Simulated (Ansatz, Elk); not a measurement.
## Bonding as seen by X-rays: BeAg

The structure of BeAg used here is made up (a known structure type with other elements) and was relaxed beforehand with PBE. The aim is the Fourier transform of its all-electron density, F(hkl), set beside the sum over free spherical atoms that refinements use.

Main program and level: Elk 11.2.3 (patched build); DFT, PBE, all-electron APW+lo, Dirac cores, scalar-relativistic bands, static density, no spin.

The structure was built from a prototype and need not be the compound's stable phase.

## Step 1: Set-up

Symmetry: Pm-3m, No. 221, cubic system. The conventional cell has a = 2.949 Å, b = 2.949 Å, c = 2.949 Å, α = 90.00°, β = 90.00°, γ = 90.00°. Nearest to Ag lie 8 Be at 2.55 Å. Be has 8 Ag at 2.55 Å nearest. Farther neighbours are not listed.

Structure file:

```cif
data_structure
_symmetry_space_group_name_H-M 'P 1'
_symmetry_Int_Tables_number 1
_cell_length_a 2.9489
_cell_length_b 2.9489
_cell_length_c 2.9489
_cell_angle_alpha 90.000
_cell_angle_beta 90.000
_cell_angle_gamma 90.000
_cell_volume 25.64
loop_
_atom_site_label
_atom_site_type_symbol
_atom_site_fract_x
_atom_site_fract_y
_atom_site_fract_z
_atom_site_occupancy
Ag1 Ag 0.00000 0.00000 0.00000 1
Be2 Be 0.50000 0.50000 0.50000 1
```

## Step 2: Ground state and structure factors

An all-electron density is needed, since X-rays see the cores too. Task 0 finds the density and task 195 Fourier-transforms it; tshift is off so that phases refer to the origin typed.

elk.in

```
tasks
  0
  195

xctype
  20

spinpol
  .false.

rgkmax
  7.0

gmaxvr
  14.0

lmaxo
  7

lmaxapw
  8

swidth
  0.002

tshift
  .false.

ramdisk
  .false.

hmaxvr
  5.5

maxscl
  120

epspot
  1e-06

sppath
  './'

avec
  5.57257762910 0.00000000000 0.00000000000
  0.00000000000 5.57257762910 0.00000000000
  0.00000000000 0.00000000000 5.57257762910

atoms
  2
  'Ag.in'
  1
  0.0000000000 -0.0000000000 -0.0000000000   0.000000 0.000000 0.000000
  'Be.in'
  1
  0.5000000000 0.5000000000 0.5000000000   0.000000 0.000000 0.000000

ngridk
  8 8 8
```

Launch:

```
$ OMP_NUM_THREADS=4 elk
```

Numbers of over 12 decimals in the logs are rounded to 6 here.

Log:

```text
┌─────────────────────────┐
│ Elk code version 11.2.3 │
└─────────────────────────┘

All units are atomic (Hartree, Bohr, etc.)

┌─────────────────────────────────────────────────┐
│ Ground-state run starting from atomic densities │
└─────────────────────────────────────────────────┘

Lattice vectors :
   5.572577629       0.000000000       0.000000000
   0.000000000       5.572577629       0.000000000
   0.000000000       0.000000000       5.572577629

Reciprocal lattice vectors :
   1.127518668       0.000000000       0.000000000
   0.000000000       1.127518668       0.000000000
   0.000000000       0.000000000       1.127518668

Unit cell volume      :    173.0487161
Brillouin zone volume :    1.433412620

Muffin-tin inner radius fraction :   0.1000000000E-01

Nuclei treated as point charges

Species : 1 (Ag)
 parameters loaded from : Ag.in
 name : silver
 nuclear charge    :   -47.00000000
 electronic charge :    47.00000000
 atomic mass :    196631.6998
 muffin-tin radius :    2.600000000
 number of radial points in muffin-tin :   1193
 inner part over the whole radius :   0.9869554211E-02
 number on inner part of muffin-tin    :    849
 approximate nuclear radius :   0.8648227117E-04
 number of mesh points to nuclear radius :    425
 atomic positions (lattice), magnetic fields (Cartesian) :
  1 :   0.00000000  0.00000000  0.00000000    0.00000000  0.00000000  0.00000000

Species : 2 (Be)
 parameters loaded from : Be.in
 name : beryllium
 nuclear charge    :   -4.000000000
 electronic charge :    4.000000000
 atomic mass :    16428.20280
 muffin-tin radius :    1.800000000
 number of radial points in muffin-tin :    593
 inner part over the whole radius :   0.9826427374E-02
 number on inner part of muffin-tin    :    403
 approximate nuclear radius :   0.4290726161E-04
 number of mesh points to nuclear radius :    156
 atomic positions (lattice), magnetic fields (Cartesian) :
  1 :   0.50000000  0.50000000  0.50000000    0.00000000  0.00000000  0.00000000

Total number of atoms per unit cell :    2
Total muffin-tin volume :    98.05120111
 ratio of muffin-tin to unit cell volume :   0.5666103935

Spin treatment :
 spin-unpolarised

Number of Bravais lattice symmetries :   48
Number of crystal symmetries         :   48
Crystal has inversion symmetry
Real symmetric eigensolver will be used

k-point grid :      8     8     8
k-point offset :    0.000000000       0.000000000       0.000000000
k-point set is reduced with full crystal symmetry group
Total number of k-points :       35

Muffin-tin radius times maximum |G+k| :    7.000000000
 using average radius
Maximum |G+k| for APW functions       :    3.181818182
Maximum (1/2)|G+k|²                   :    5.061983471
Maximum |G| for potential and density :    14.00000000
Constant for pseudocharge density :    9
 order of it for each species :   16  16
 order of it for pair densities of each species (exact exchange by exxq0 0: 17) :   14   5
Radial integration step length :    1

G-vector grid sizes :     25    25    25
Number of G-vectors :     8121

Maximum angular momentum used for
 APW functions            :    8
 outer part of muffin-tin :    7
 inner part of muffin-tin :    2

Total nuclear charge    :   -51.00000000
Total core charge       :    30.00000000
Total valence charge    :    21.00000000
Total excess charge     :    0.000000000
Total electronic charge :    51.00000000

Effective Wigner radius, rₛ :   0.9321873361

Number of empty states         :      8
Total number of valence states :     19
Total number of core states    :     30

Third-order local-orbitals added for an l without core states : T
Total number of local-orbitals :     25

Exchange-correlation functional :     20     0     0
 Perdew-Burke-Ernzerhof, Phys. Rev. Lett. 77, 3865 (1996)
 gradient requirement :    1
 generalised gradient approximation (GGA)

Smearing type :    3
 Fermi-Dirac
Smearing width :   0.2000000000E-02
Effective electronic temperature (K) :    631.5500496

Mixing type :    3
[...]
xc potential                :     -181.64459501345
 exchange                    :     -149.13629814311
 correlation                 :     -2.659415
 electron entropic           :    -0.31243098165649E-03
 total energy                :     -5334.3708172570

Density of states at Fermi energy :    26.37563740
 (states/Hartree/unit cell)

Estimated indirect band gap :   0.9377201337E-02
 from k-point 23 to k-point 21
Estimated direct band gap   :   0.7790511341E-01
 at k-point 31

Charges :
 core                        :    30.00000000
 valence                     :    21.00000000
 interstitial                :    2.443412619
 muffin-tins (core leakage)
  species : 1 (Ag)
   atom 1                    :    45.74146332     ( -0.3322084439E-06)
  species : 2 (Be)
   atom 1                    :    2.815124063     (  0.1123979410E-02)
 total in muffin-tins        :    48.55658738
 total calculated charge     :    50.99802286
 total charge                :    51.00000000
 error                       :   0.1977141362E-02

RMS change in Kohn-Sham potential (target) :    5.255484316     (  0.1000000000E-05)
Absolute change in total energy (target)   :    2.160891125     (  0.1000000000E-03)

[... loops 3 to 14 left out ...]

┌──────────────────┐
│ Loop number : 15 │
└──────────────────┘

Energies :
 Fermi                       :     0.263029
 sum of occupied eigenvalues :     -3190.6202395601
 electron kinetic            :      5577.9377267875
 core electron kinetic       :      5380.3853881076
 Coulomb                     :     -10757.641389258
 Coulomb potential           :     -8569.8583350584
 nuclear-nuclear             :     -593.48790182373
 electron-nuclear            :     -11773.828900128
 Hartree                     :      1609.6754126944
 Madelung                    :     -6472.7122217283
 xc potential                :     -198.69963128918
 exchange                    :     -149.69754026785
 correlation                 :     -2.663395
 electron entropic           :    -0.35471710565280E-03
 total energy                :     -5332.0649520494

Density of states at Fermi energy :    29.47824455
 (states/Hartree/unit cell)

Estimated indirect band gap :   0.1455924823E-01
 from k-point 21 to k-point 31
Estimated direct band gap   :   0.1200683616
 at k-point 29

Charges :
 core                        :    30.00000000
 valence                     :    21.00000000
 interstitial                :    2.158896551
 muffin-tins (core leakage)
  species : 1 (Ag)
   atom 1                    :    46.16064442     ( -0.3322776827E-06)
  species : 2 (Be)
   atom 1                    :    2.680459027     (  0.1107195293E-02)
 total in muffin-tins        :    48.84110345
 total calculated charge     :    50.99813752
 total charge                :    51.00000000
 error                       :   0.1862482494E-02

RMS change in Kohn-Sham potential (target) :   0.6023667014E-06 (  0.1000000000E-05)
Absolute change in total energy (target)   :   0.1158995292E-04 (  0.1000000000E-03)

Convergence targets achieved

┌──────────────────┐
│ Loop number : 16 │
└──────────────────┘

Energies :
 Fermi                       :     0.263029
 sum of occupied eigenvalues :     -3190.6202391345
 electron kinetic            :      5577.9377286894
 core electron kinetic       :      5380.3853884054
 Coulomb                     :     -10757.641391666
 Coulomb potential           :     -8569.8583367270
 nuclear-nuclear             :     -593.48790182373
 electron-nuclear            :     -11773.828903193
 Hartree                     :      1609.6754133505
 Madelung                    :     -6472.7122233025
 xc potential                :     -198.69963109688
 exchange                    :     -149.69754030878
 correlation                 :     -2.663395
 electron entropic           :    -0.35471710040267E-03
 total energy                :     -5332.0649525947

Density of states at Fermi energy :    29.47824372
 (states/Hartree/unit cell)

Estimated indirect band gap :   0.1455924823E-01
 from k-point 21 to k-point 31
Estimated direct band gap   :   0.1200683576
 at k-point 29

Charges :
 core                        :    30.00000000
 valence                     :    21.00000000
 interstitial                :    2.158896563
 muffin-tins (core leakage)
  species : 1 (Ag)
   atom 1                    :    46.16064437     ( -0.3322763042E-06)
  species : 2 (Be)
   atom 1                    :    2.680459063     (  0.1107195293E-02)
 total in muffin-tins        :    48.84110344
 total calculated charge     :    50.99813752
 total charge                :    51.00000000
 error                       :   0.1862482476E-02

┌──────────────────────────────┐
│ Self-consistent loop stopped │
└──────────────────────────────┘

Warning : core states of species 2 leak from the muffin-tin :   0.1107195293E-02

Wrote STATE.OUT
```

Run time: 5.6 s. Hardware: 4 threads of Arm Neoverse V2, shared host; peak memory 0.16 GiB.

SFACRHO.OUT:

```text

h k l indices transformed by vhmat matrix:
   1.000000000       0.000000000       0.000000000    
   0.000000000       1.000000000       0.000000000    
   0.000000000       0.000000000       1.000000000    

      h      k      l  multipl.   |H|            Re(F)            Im(F)           |F|

      0      0      0      1   0.0000000       51.000000      0.68146263E-17   51.000000    
      0      0     -1      6   1.1275187       37.407823     -0.17322917E-15   37.407823    
      1     -1      0     12   1.5945522       37.394431      0.34628183E-15   37.394431    
     -1      1      1      8   1.9529196       30.951959      0.22415170E-15   30.951959    
      0      2      0      6   2.2550373       32.024977     -0.41298113E-15   32.024977    
     -1     -2      0     24   2.5212084       27.081707     -0.57664531E-15   27.081707    
     -1      1     -2     24   2.7618454       28.662030     -0.97064508E-15   28.662030    
     -2      2      0     12   3.1891044       26.282413     -0.53882260E-15   26.282413    
     -3      0      0      6   3.3825560       22.685447     -0.49150785E-15   22.685447    
      2     -1      2     24   3.3825560       22.660508      0.50066969E-15   22.660508    
      1      3      0     24   3.5655271       24.521523     -0.62193113E-15   24.521523    
     -3     -1     -1     24   3.7395564       21.307887     -0.77253063E-15   21.307887    
     -2      2     -2      8   3.9058392       23.125324     -0.76179612E-15   23.125324    
      0     -2      3     24   4.0653264       20.242596     -0.36415892E-15   20.242596    
      1     -3     -2     48   4.2187886       22.022225      0.55196016E-15   22.022225    
      0      0      4      6   4.5100747       21.120219     -0.45390398E-15   21.120219    
     -2      2     -3     24   4.6488786       18.664291      0.14196580E-14   18.664291    
      1      0     -4     24   4.6488786       18.688570     -0.38456189E-15   18.688570
```

Elk indexes on the primitive cell of elk.in and gives |H| = 4π sin θ/λ in inverse bohr. Below, one row stands for each form hkl of the conventional cell (m members, Friedel mates merged), F is for one primitive cell and the density is static (no thermal factor). Free-atom factors are Waasmaier and Kirfel's, and R is Σm||F|−|F'||/Σm|F|.

| hkl | m | sin θ/λ (Å⁻¹) | abs F, DFT | neutral atoms | diff. |
| --- | --- | --- | --- | --- | --- |
| 100 | 6 | 0.170 | 37.408 | 37.711 | -0.303 |
| 110 | 12 | 0.240 | 37.394 | 37.647 | -0.253 |
| 111 | 8 | 0.294 | 30.952 | 31.047 | -0.095 |
| 200 | 6 | 0.339 | 32.025 | 32.054 | -0.029 |
| 210 | 24 | 0.379 | 27.082 | 27.040 | +0.042 |
| 211 | 24 | 0.415 | 28.662 | 28.591 | +0.071 |
| 220 | 12 | 0.480 | 26.282 | 26.198 | +0.084 |
| 300 | 6 | 0.509 | 22.685 | 22.568 | +0.117 |
| 221 | 24 | 0.509 | 22.660 | 22.568 | +0.093 |
| 310 | 24 | 0.536 | 24.521 | 24.447 | +0.075 |
| 311 | 24 | 0.562 | 21.308 | 21.221 | +0.087 |
| 222 | 8 | 0.587 | 23.125 | 23.104 | +0.021 |
| 320 | 24 | 0.611 | 20.243 | 20.189 | +0.054 |
| 321 | 48 | 0.634 | 22.022 | 22.029 | -0.007 |
| 400 | 6 | 0.678 | 21.120 | 21.134 | -0.014 |
| 322 | 24 | 0.699 | 18.664 | 18.670 | -0.005 |
| 410 | 24 | 0.699 | 18.689 | 18.670 | +0.019 |
| 411 | 24 | 0.719 | 20.316 | 20.362 | -0.045 |

## Step 3: The highest occupied states alone

An energy window below the Fermi level keeps the highest occupied states, to see at which angles they scatter; shallow core shells can lie inside it and anion s states outside. No new self-consistency is needed.

Changes to elk.in since step 2:

```diff
@@ -1,3 +1,2 @@
 tasks
-  0
   195
@@ -40,2 +39,5 @@
 
+wsfac
+  -0.177960 0.563030
+
 sppath
```

Launch:

```
$ OMP_NUM_THREADS=4 elk
```

Log:

```text
┌─────────────────────────────────┐
│ Elk code version 11.2.3 started │
└─────────────────────────────────┘

Info(readinput): the functional depends on the density's gradient
 muffin-tin radial points multiplied by    2.00000
 (not where nrmtscf is given)

┌────────────────────┐
│ Current task : 195 │
└────────────────────┘

Info(sfacrho): density structure factors written to SFACRHO.OUT

 Energy window :  -0.1779600000      0.5630300000

┌──────────────────┐
│ Elk code stopped │
└──────────────────┘
```

It took 1.7 s on 4 threads; peak memory 0.16 GiB.

States within 12 eV below the Fermi level hold 13.00 electrons; any levels below the window count with the cores. Their amplitudes can exceed the total, where window and core parts have opposite phase:

| hkl | sin θ/λ (Å⁻¹) | abs F, window | abs F, all |
| --- | --- | --- | --- |
| 100 | 0.170 | 5.564 | 37.408 |
| 110 | 0.240 | 3.748 | 37.394 |
| 111 | 0.294 | 2.479 | 30.952 |
| 200 | 0.339 | 1.585 | 32.025 |
| 210 | 0.379 | 1.094 | 27.082 |
| 211 | 0.415 | 0.662 | 28.662 |
| 220 | 0.480 | 0.197 | 26.282 |
| 300 | 0.509 | 0.079 | 22.685 |
| 221 | 0.509 | 0.054 | 22.660 |
| 310 | 0.536 | 0.018 | 24.521 |

[end of part 1 of 2]

[Logs are printed without paths, hosts, clocks, repeated set-up lines and the standing remarks that a program may print on its own settings, such as how far it seeks lower states.]

[Hosts, paths, dates, database ids (printed as entryN), source tags and the programs' standing remarks are cut or masked in the printed files.]
